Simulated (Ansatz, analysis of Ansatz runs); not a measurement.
## Local vibrational mode of the N3VH centre in diamond (r2SCAN)

Subject: N3VH centre in diamond. Wanted: its local vibrational mode, in one set-up (r2SCAN, 64-site cell, r2SCAN lattice, 500 eV, k: the single point 1/4 1/4 1/4, anharmonic cut along the mode). The model is a cell of 64 host atoms with 1 site emptied, N put on another atom's site, N put on another atom's site, N put on another atom's site and H put in between. The frequencies come from force constants among the defect atom and its neighbours, with the masses of the isotopes named. A meta-GGA costs about twice a GGA and mends lattice constants and part of the gap.

**The experiment.** C-H stretch, 1H: 3107 cm⁻¹, by FTIR absorption (quoted in “Hydrogen-related defects in diamond: A comparison between observed and calculated FTIR spectra”, 2024, M.C. Day et al., quoting earlier work (2014)). C-H bend, 1H: 1405 cm⁻¹, by FTIR absorption (quoted in “Hydrogen-related defects in diamond: A comparison between observed and calculated FTIR spectra”, 2024, M.C. Day et al., quoting earlier work (1991)). The calculation is set beside it at the end.

Program: Ansatz 0.2.0. Level of theory: plane-wave PAW DFT, r2SCAN; relaxation of all atoms of a defect supercell. Results are calculated unless marked as measured.

### Step 1. Set-up

The cell holds 64 atoms: 60 C, 3 N and 1 H. Cell: a = 7.121 Å, b = 7.121 Å, c = 7.121 Å, α = 90.0°, β = 90.0°, γ = 90.0°. It derives from C (space group Fd-3m). Nearest the centre at fractional (0.375, 0.375, 0.375): H64 at 0.44 Å, N4 at 1.54 Å, N41 at 1.54 Å, N26 at 1.54 Å, C48 at 1.54 Å, C14 at 2.52 Å, C13 at 2.52 Å, C5 at 2.52 Å.

The host's primitive cell comes from a first run (plane-wave PAW DFT, r2SCAN; relaxation of the host's cell and atoms): vectors of 2.517, 2.517 and 2.517 Å. That is 5.64 Å³ an atom, 0.5 % under the diffraction cell's volume. The supercell is built on it.

### Step 2. Relaxation, charge 0

Every later number rests on the structure around the defect, so the atoms are relaxed at the host's lattice first.

Input file relax/input.yaml:

```yaml
relax:
  f_tol: 0.01
  max_steps: 80
  random_displacement: { amplitude: 0.02, seed: 54 }
crystal:
  lattice:
    - [7.12053982, 0.0, 0.0]
    - [0.0, 7.12053982, 0.0]
    - [0.0, 0.0, 7.12053982]
  atoms:
    - { symbol: C, position: [0.0, 0.0, 0.25] }
    - { symbol: C, position: [0.0, 0.25, 0.0] }
    - { symbol: C, position: [0.25, 0.0, 0.0] }
    - { symbol: "N", position: [0.25, 0.25, 0.25] }
    - { symbol: C, position: [0.125, 0.125, 0.375] }
    - { symbol: C, position: [0.125, 0.375, 0.125] }
    - { symbol: C, position: [0.375, 0.125, 0.125] }
    - { symbol: C, position: [0.0, 0.0, 0.75] }
    - { symbol: C, position: [0.0, 0.25, 0.5] }
    - { symbol: C, position: [0.25, 0.0, 0.5] }
    - { symbol: C, position: [0.25, 0.25, 0.75] }
    - { symbol: C, position: [0.125, 0.125, 0.875] }
    - { symbol: C, position: [0.125, 0.375, 0.625] }
    - { symbol: C, position: [0.375, 0.125, 0.625] }
    - { symbol: C, position: [0.375, 0.375, 0.875] }
    - { symbol: C, position: [0.0, 0.5, 0.25] }
    - { symbol: C, position: [0.0, 0.75, 0.0] }
    - { symbol: C, position: [0.25, 0.5, 0.0] }
    - { symbol: C, position: [0.25, 0.75, 0.25] }
    - { symbol: C, position: [0.125, 0.625, 0.375] }
    - { symbol: C, position: [0.125, 0.875, 0.125] }
    - { symbol: C, position: [0.375, 0.625, 0.125] }
    - { symbol: C, position: [0.375, 0.875, 0.375] }
    - { symbol: C, position: [0.0, 0.5, 0.75] }
    - { symbol: C, position: [0.0, 0.75, 0.5] }
    - { symbol: "N", position: [0.25, 0.5, 0.5] }
    - { symbol: C, position: [0.25, 0.75, 0.75] }
    - { symbol: C, position: [0.125, 0.625, 0.875] }
    - { symbol: C, position: [0.125, 0.875, 0.625] }
    - { symbol: C, position: [0.375, 0.625, 0.625] }
    - { symbol: C, position: [0.375, 0.875, 0.875] }
    - { symbol: C, position: [0.5, 0.0, 0.25] }
    - { symbol: C, position: [0.5, 0.25, 0.0] }
    - { symbol: C, position: [0.75, 0.0, 0.0] }
    - { symbol: C, position: [0.75, 0.25, 0.25] }
    - { symbol: C, position: [0.625, 0.125, 0.375] }
    - { symbol: C, position: [0.625, 0.375, 0.125] }
    - { symbol: C, position: [0.875, 0.125, 0.125] }
    - { symbol: C, position: [0.875, 0.375, 0.375] }
    - { symbol: C, position: [0.5, 0.0, 0.75] }
    - { symbol: "N", position: [0.5, 0.25, 0.5] }
    - { symbol: C, position: [0.75, 0.0, 0.5] }
    - { symbol: C, position: [0.75, 0.25, 0.75] }
    - { symbol: C, position: [0.625, 0.125, 0.875] }
    - { symbol: C, position: [0.625, 0.375, 0.625] }
    - { symbol: C, position: [0.875, 0.125, 0.625] }
    - { symbol: C, position: [0.875, 0.375, 0.875] }
    - { symbol: C, position: [0.5, 0.5, 0.25] }
    - { symbol: C, position: [0.5, 0.75, 0.0] }
    - { symbol: C, position: [0.75, 0.5, 0.0] }
    - { symbol: C, position: [0.75, 0.75, 0.25] }
    - { symbol: C, position: [0.625, 0.625, 0.375] }
    - { symbol: C, position: [0.625, 0.875, 0.125] }
    - { symbol: C, position: [0.875, 0.625, 0.125] }
    - { symbol: C, position: [0.875, 0.875, 0.375] }
    - { symbol: C, position: [0.5, 0.5, 0.75] }
    - { symbol: C, position: [0.5, 0.75, 0.5] }
    - { symbol: C, position: [0.75, 0.5, 0.5] }
    - { symbol: C, position: [0.75, 0.75, 0.75] }
    - { symbol: C, position: [0.625, 0.625, 0.875] }
    - { symbol: C, position: [0.625, 0.875, 0.625] }
    - { symbol: C, position: [0.875, 0.625, 0.625] }
    - { symbol: C, position: [0.875, 0.875, 0.875] }
    - { symbol: H, position: [0.410971, 0.410971, 0.339029] }
basis:
  ecutwfc: 500
  xc_grid: 2
hamiltonian:
  xc: r2scan
kpoints:
  mp_grid: { grid: [1, 1, 1], shift: [0.25, 0.25, 0.25] }
scf:
  occupations: { method: fermi_dirac, width: 0.01 }
  max_iter: 120
output:
  forces: true
checkpoint:
  write: "../relax.run"
  compress: false
  write_wavefunctions: true
  write_every: 100000
```

Launch:

```console
$ ansatz run input.yaml --threads 2 --pin off --max-ram 3768MiB --backend cpu --events-out ev --progress --plain --runs-dir out
```

Numbers of over 12 decimals in the logs are rounded to 6 here.

What it wrote:

```text
[... repeated set-up lines and file paths are left out, and long positions are rounded to six places ...]
Engine: ansatz 0.2.0, aarch64-unknown-linux-gnu
Pseudopotentials: kind: paw
Pseudopotential: C, paw, valence charge 4, recommended cutoff 500 eV (meta_gga), C.paw.azcp
Pseudopotential: N, paw, valence charge 5, recommended cutoff 500 eV (meta_gga), N.paw.azcp
Pseudopotential: H, paw, valence charge 1, recommended cutoff 500 eV (meta_gga), H.paw.azcp
Functional definition: r2SCAN
  parameter k0 = 0.174
  parameter k1 = 0.065
  parameter a1 = 4.9479
  exchange = r2scan_x(k0 = k0, k1 = k1, a1 = a1)
  correlation = r2scan_c
Crystal: 64 atoms, lattice volume = 361.026 Å³
Basis set: ecut = 500 eV, 9093 PW (Γ), exchange–correlation on 108×108×108 points (8 copies of the dense FFT grid, shifted against one another)
Bands: 192, of which v1, the nominal top of the filled ones, is band 128 counted from 1 (127 counted from 0)
Symmetry: 1 space group operations
k-points: 1
Non-local potential: C, projectors of the file, l = 0: 2, l = 1: 2, l = 2: 1
Non-local potential: N, projectors of the file, l = 0: 2, l = 1: 2, l = 2: 1
Non-local potential: H, projectors of the file, l = 0: 2, l = 1: 1
PAW form: soft (Blöchl's): semilocal exchange-correlation on the pseudo side does not see the compensation charge
PAW frozen core: C, regenerated for the run's functional (the file was generated under x = pbe(κ = 0.804, μ = 0.219515), c = pbe(β = 0.066725))
PAW frozen core: N, regenerated for the run's functional (the file was generated under x = pbe(κ = 0.804, μ = 0.219515), c = pbe(β = 0.066725))
PAW one-centre angular grid: C, 302 points (default); XC on 239 of its mesh's 2573 points in the sphere
PAW one-centre angular grid: N, 302 points (default); XC on 160 Gauss nodes
PAW one-centre angular grid: H, 302 points (default); XC on 160 Gauss nodes
Initial density: superposition of atomic densities (neutral atoms: chi_scale 0, normalization atom), corrected by the library's trained network
Initial wavefunctions: pseudopotential atomic-orbital guess
Functional: x = r2scan, c = r2scan; τ floored in thin density (d = 2e-4 eV/Å³)
SCF iter   1: F=—  HF=-16257.295672 eV  |F-HF|=—  |Δ(HF+E_count)|=         —  Δρ=1.25e-2  dr2=6.72e-1  dr2_τ=1.18e1  ethr=1.77e-3  ⟨swp⟩=7.0  Hψ=836  notcnv=0  defer=20
preconditioner: auto → Resta (q_TF=auto, 2.576 Å⁻¹)  ε∞=4.0  [insulator: Δε(μ)=5.118 eV  Ē_g=17.950 eV  σ=0.010 eV  W_gap=1.00  n_scr=92 (ndim 8)  ℏωp=31.3 eV  f_vac=0.000  D(μ)=0.00/eV (n_scr^D=0)  ε∞_Penn≈4.0]
SCF iter   2: F=—  HF=-16258.939076 eV  |F-HF|=—  |Δ(HF+E_count)|=    1.64e0  Δρ=7.42e-3  dr2=1.01e-1  dr2_τ=7.99e-3  ethr=2.63e-4  ⟨swp⟩=3.0  Hψ=351  notcnv=0  defer=58
SCF iter   3: F=—  HF=-16258.930310 eV  |F-HF|=—  |Δ(HF+E_count)|=   8.77e-3  Δρ=2.08e-3  dr2=6.22e-3  dr2_τ=1.23e-3  ethr=3.95e-5  ⟨swp⟩=2.0  Hψ=202  notcnv=0  defer=58
SCF iter   4: F=—  HF=-16258.930305 eV  |F-HF|=—  |Δ(HF+E_count)|=   5.12e-6  Δρ=3.45e-4  dr2=2.68e-4  dr2_τ=7.11e-5  ethr=2.43e-6  ⟨swp⟩=2.0  Hψ=214  notcnv=0  defer=58
SCF iter   5: F=—  HF=-16258.931045 eV  |F-HF|=—  |Δ(HF+E_count)|=   7.40e-4  Δρ=9.31e-5  dr2=1.99e-5  dr2_τ=3.77e-6  ethr=1.05e-7  ⟨swp⟩=2.0  Hψ=262  notcnv=0  defer=58
SCF iter   6: F=-16258.931055 eV  HF=-16258.931056 eV  |F-HF|=3.06e-7  |Δ(HF+E_count)|=   1.11e-5  Δρ=2.27e-5  dr2=1.35e-6  dr2_τ=2.71e-7  ethr=9.77e-10  ⟨swp⟩=5.0  Hψ=599  notcnv=0
SCF 1 converged in 6 iterations: F = -16258.931055 eV  dr2 = 1.35e-6
  greatest PAW one-centre occupation: 0.799 electrons in one spin orbital (limit 2), on the N atom at site 3 (counted from 0), in its partial waves of l = 0
relax step   1: F+E_penalty+E_count = -16258.93105532 eV  Δ(F+E_penalty+E_count) = +0.000e0 eV  max|allowed force component| = 2.494e0 eV/Å  Δτ_max = 0.0000 Å  (6 SCF iters, dr2 threshold 2.50e-6 eV, accepted)
[... the SCF cycles and remarks between the steps are left out from here to the last step ...]
relax step   2: F+E_penalty+E_count = -16260.15474619 eV  Δ(F+E_penalty+E_count) = -1.224e0 eV  max|allowed force component| = 1.110e0 eV/Å  Δτ_max = 0.1024 Å  (5 SCF iters, dr2 threshold 1.00e-4 eV, accepted)
relax step   3: F+E_penalty+E_count = -16260.41290315 eV  Δ(F+E_penalty+E_count) = -2.582e-1 eV  max|allowed force component| = 6.015e-1 eV/Å  Δτ_max = 0.0389 Å  (5 SCF iters, dr2 threshold 7.71e-5 eV, accepted)
relax step   4: F+E_penalty+E_count = -16260.42890578 eV  Δ(F+E_penalty+E_count) = -1.600e-2 eV  max|allowed force component| = 1.624e-1 eV/Å  Δτ_max = 0.0114 Å  (4 SCF iters, dr2 threshold 7.17e-5 eV, accepted)
relax step   5: F+E_penalty+E_count = -16260.43302093 eV  Δ(F+E_penalty+E_count) = -4.115e-3 eV  max|allowed force component| = 2.166e-2 eV/Å  Δτ_max = 0.0066 Å  (4 SCF iters, dr2 threshold 1.92e-6 eV, accepted)
SCF iter   1: F=—  HF=-16260.433052 eV  |F-HF|=—  |Δ(HF+E_count)|=         —  Δρ=6.63e-5  dr2=9.22e-6  dr2_τ=1.17e-5  ethr=2.01e-8  ⟨swp⟩=5.0  Hψ=443  notcnv=0  defer=58
SCF iter   2: F=—  HF=-16260.433053 eV  |F-HF|=—  |Δ(HF+E_count)|=   1.19e-6  Δρ=3.37e-5  dr2=2.05e-6  dr2_τ=9.51e-8  ethr=3.60e-9  ⟨swp⟩=3.0  Hψ=335  notcnv=0  defer=58
SCF iter   3: F=-16260.433053 eV  HF=-16260.433053 eV  |F-HF|=1.45e-9  |Δ(HF+E_count)|=   1.27e-7  Δρ=5.76e-6  dr2=6.38e-8  dr2_τ=1.53e-8  ethr=3.91e-11  ⟨swp⟩=4.0  Hψ=684  notcnv=0
SCF 6 converged in 3 iterations: F = -16260.433053 eV  dr2 = 6.38e-8
relax step   6: F+E_penalty+E_count = -16260.43305262 eV  Δ(F+E_penalty+E_count) = -3.170e-5 eV  max|allowed force component| = 4.157e-3 eV/Å  Δτ_max = 0.0008 Å  (3 SCF iters, accepted)
NSCF: frozen V_eff on 1 k-points
the band table was solved once a step of the walk had ended and its energy, with any forces and stress, was formed, with the checks that follow a solve (969 applications of the Hamiltonian). They found nothing against the state; [...]
iter 1 solved again at ethr=2.49e-11 eV; its pass at ethr=3.10e-3 eV (dr2=6.36e-8 eV) is discarded
SCF iter   1: F=—  HF=-16260.433053 eV  |F-HF|=—  |Δ(HF+E_count)|=         —  Δρ=5.76e-6  dr2=6.38e-8  dr2_τ=1.53e-8  ethr=2.49e-11  ⟨swp⟩=1.0  Hψ=534  notcnv=0
SCF iter   2: F=-16260.433053 eV  HF=-16260.433053 eV  |F-HF|=2.69e-9  |Δ(HF+E_count)|=   6.54e-9  Δρ=3.22e-6  dr2=2.03e-8  dr2_τ=8.80e-10  ethr=2.49e-11  ⟨swp⟩=4.0  Hψ=453  notcnv=0
SCF 7 converged in 2 iterations: F = -16260.433053 eV  dr2 = 2.03e-8
NSCF: frozen V_eff on 1 k-points
the band table was solved once a step of the walk had ended and its energy, with any forces and stress, was formed, with the checks that follow a solve (667 applications of the Hamiltonian). They found nothing against the state; [...]
SCF converged after 2 iterations
Free energy (F): -16260.433053 eV
Harris-Foulkes:  -16260.433053 eV  (|F-HF|=2.69e-9)
Internal energy: -16260.433053 eV  (E = F + TS)
E sigma→0 (E₀):  -16260.433053 eV
Fermi energy:    15.650545 eV
--- Per-component energies (eV) ---
  E_band       = 904.196281
  E_kinetic    = 5945.231952
  E_local      = -4217.464991  (includes V_loc(G=0)·N_el)
  E_nonlocal   = 1713.706665
  E_hartree    = 967.176453
  E_xc         = -3064.240129
  E_vxc        = -4242.032173  (∫ρ·V_xc dr)
  E_paw        = -6431.404062  (= ΣΔE_a)
  E_vpaw       = -455.137413  (= ΣTr[D̂ρ^β])
  E_aug_tail   = -0.000187  (compensation charges beyond the density's cutoff)
  E_vtau       = 225.539756  (kinetic-family band-sum trace: ∫τ·v_τ [+ j·A + Jᵃ·Aᵃ] dr)
  E_ewald      = -11171.863636
  E_core_change = -1.575118  (= ΣΔE_core)
  E_smearing   = -0.000000  (= −TS)
  E_closure    = -0.000000  (closes the sum)
  Σ components = -16260.433053   (vs F -16260.433053, Δ=0.00e0)
--- Forces (eV/Å), atoms counted from 1 ---
  atom   1  C     -0.00021802    -0.00026225     0.00020523
  atom   2  C      0.00024727    -0.00035470     0.00038573
  [... 1 atom left out ...]
  atom   4  N     -0.00019167     0.00065958     0.00099524
  atom   5  C      0.00032680    -0.00005105     0.00055109
  [... 7 atoms left out ...]
  atom  13  C     -0.00068912     0.00024624     0.00035936
  atom  14  C     -0.00023746    -0.00074037     0.00103247
  [... 11 atoms left out ...]
  atom  26  N     -0.00186167    -0.00089207    -0.00109128
  [... 3 atoms left out ...]
  atom  30  C      0.00242981     0.00225783     0.00219601
  [... 10 atoms left out ...]
  atom  41  N     -0.00089589    -0.00051624    -0.00014961
  [... 3 atoms left out ...]
  atom  45  C      0.00159488     0.00155982     0.00128500
  [... 2 atoms left out ...]
  atom  48  C      0.00417538     0.00415751     0.00185767
  [... 15 atoms left out ...]
  atom  64  H     -0.00356589    -0.00330531    -0.00188219
  max |Σ_I F_I| component: 3.39e-3 eV/Å
--- Band table (eV) ---
  k-point 0: bands = ["-9.5041", "-8.5611", "-8.5427", "-8.0663", [... 184 left out ...] "23.6124", "23.6764", "23.9722", "24.3095"]
--- Relaxed structure (6 steps of the walk, 6 accepted, 0 SCFs on fresh bases) ---
  F+E_penalty+E_count = -16260.43305262 eV   max|allowed force component| = 4.157e-3 eV/Å
  atoms:
    - { symbol: C, position: [-0.001293, -0.001110, 0.250693] }
    - { symbol: C, position: [-0.001260, 0.249990, -0.000477] }
    [... 1 atom left out ...]
    - { symbol: N, position: [0.239859, 0.240039, 0.240837] }
    - { symbol: C, position: [0.126156, 0.126339, 0.370357] }
    [... 7 atoms left out ...]
    - { symbol: C, position: [0.125772, 0.380148, 0.624618] }
    - { symbol: C, position: [0.379967, 0.125955, 0.624616] }
    [... 11 atoms left out ...]
    - { symbol: N, position: [0.239464, 0.510196, 0.510590] }
    [... 3 atoms left out ...]
    - { symbol: C, position: [0.370069, 0.624617, 0.625118] }
    [... 10 atoms left out ...]
    - { symbol: N, position: [0.510014, 0.239643, 0.510588] }
    [... 3 atoms left out ...]
    - { symbol: C, position: [0.624437, 0.370254, 0.625121] }
    [... 2 atoms left out ...]
    - { symbol: C, position: [0.506665, 0.506846, 0.243262] }
    [... 15 atoms left out ...]
    - { symbol: H, position: [0.419888, 0.420063, 0.328677] }
```

The job ended after 77 s (2 threads of Arm Neoverse V1, shared host; peak memory 0.86 GiB; 2.5 min of CPU time).

Step by step:

```csv
step,energy less that of the first step (eV),largest force component (eV/Å)
1,0.0000,2.4939
2,-1.2237,1.1104
3,-1.4818,0.6015
4,-1.4979,0.1624
5,-1.5020,0.0217
6,-1.5020,0.0042
```

The atoms that moved most (Å, from the sites as typed, ahead of the random displacement, the mean shift of all atoms taken out):

```csv
atom,dx,dy,dz,length
N41,0.072,-0.074,0.072,0.126
N26,-0.074,0.072,0.072,0.126
N4,-0.071,-0.071,-0.069,0.122
H64,0.064,0.064,-0.077,0.119
C48,0.048,0.048,-0.051,0.085
C5,0.009,0.009,-0.036,0.039
C14,0.036,0.006,-0.006,0.037
C13,0.006,0.036,-0.006,0.037
```

Neighbours of the ideal centre at the end:

```csv
atom,distance (Å)
H64,0.560
C48,1.625
N4,1.662
N41,1.669
N26,1.670
C5,2.505
C7,2.507
C6,2.508
C14,2.511
C13,2.512
C36,2.513
C20,2.514
C45,2.515
C30,2.516
C37,2.523
C22,2.524
```

Neighbours of the added atoms: H64: C48 1.06, N4 1.92, N41 1.93 Å.

This step gave:

| Item | Value |
| --- | --- |
| free energy | -16260.4331 eV |

The relaxation ends 23 meV an atom lower than the displaced start, with a largest force component of 0.0042 eV/Å.

(Part 1 of 2 ends here.)

[Logs are printed without paths, hosts, clocks, repeated set-up lines and the standing remarks that a program may print on its own settings, such as how far it seeks lower states.]

[Hosts, paths, dates, database ids (printed as entryN), source tags and the programs' standing remarks are cut or masked in the printed files.]

[For some hosts the program warned that the k-mesh of the response run may be too coarse for force constants and the static dielectric constant; such warnings are not shown here.]
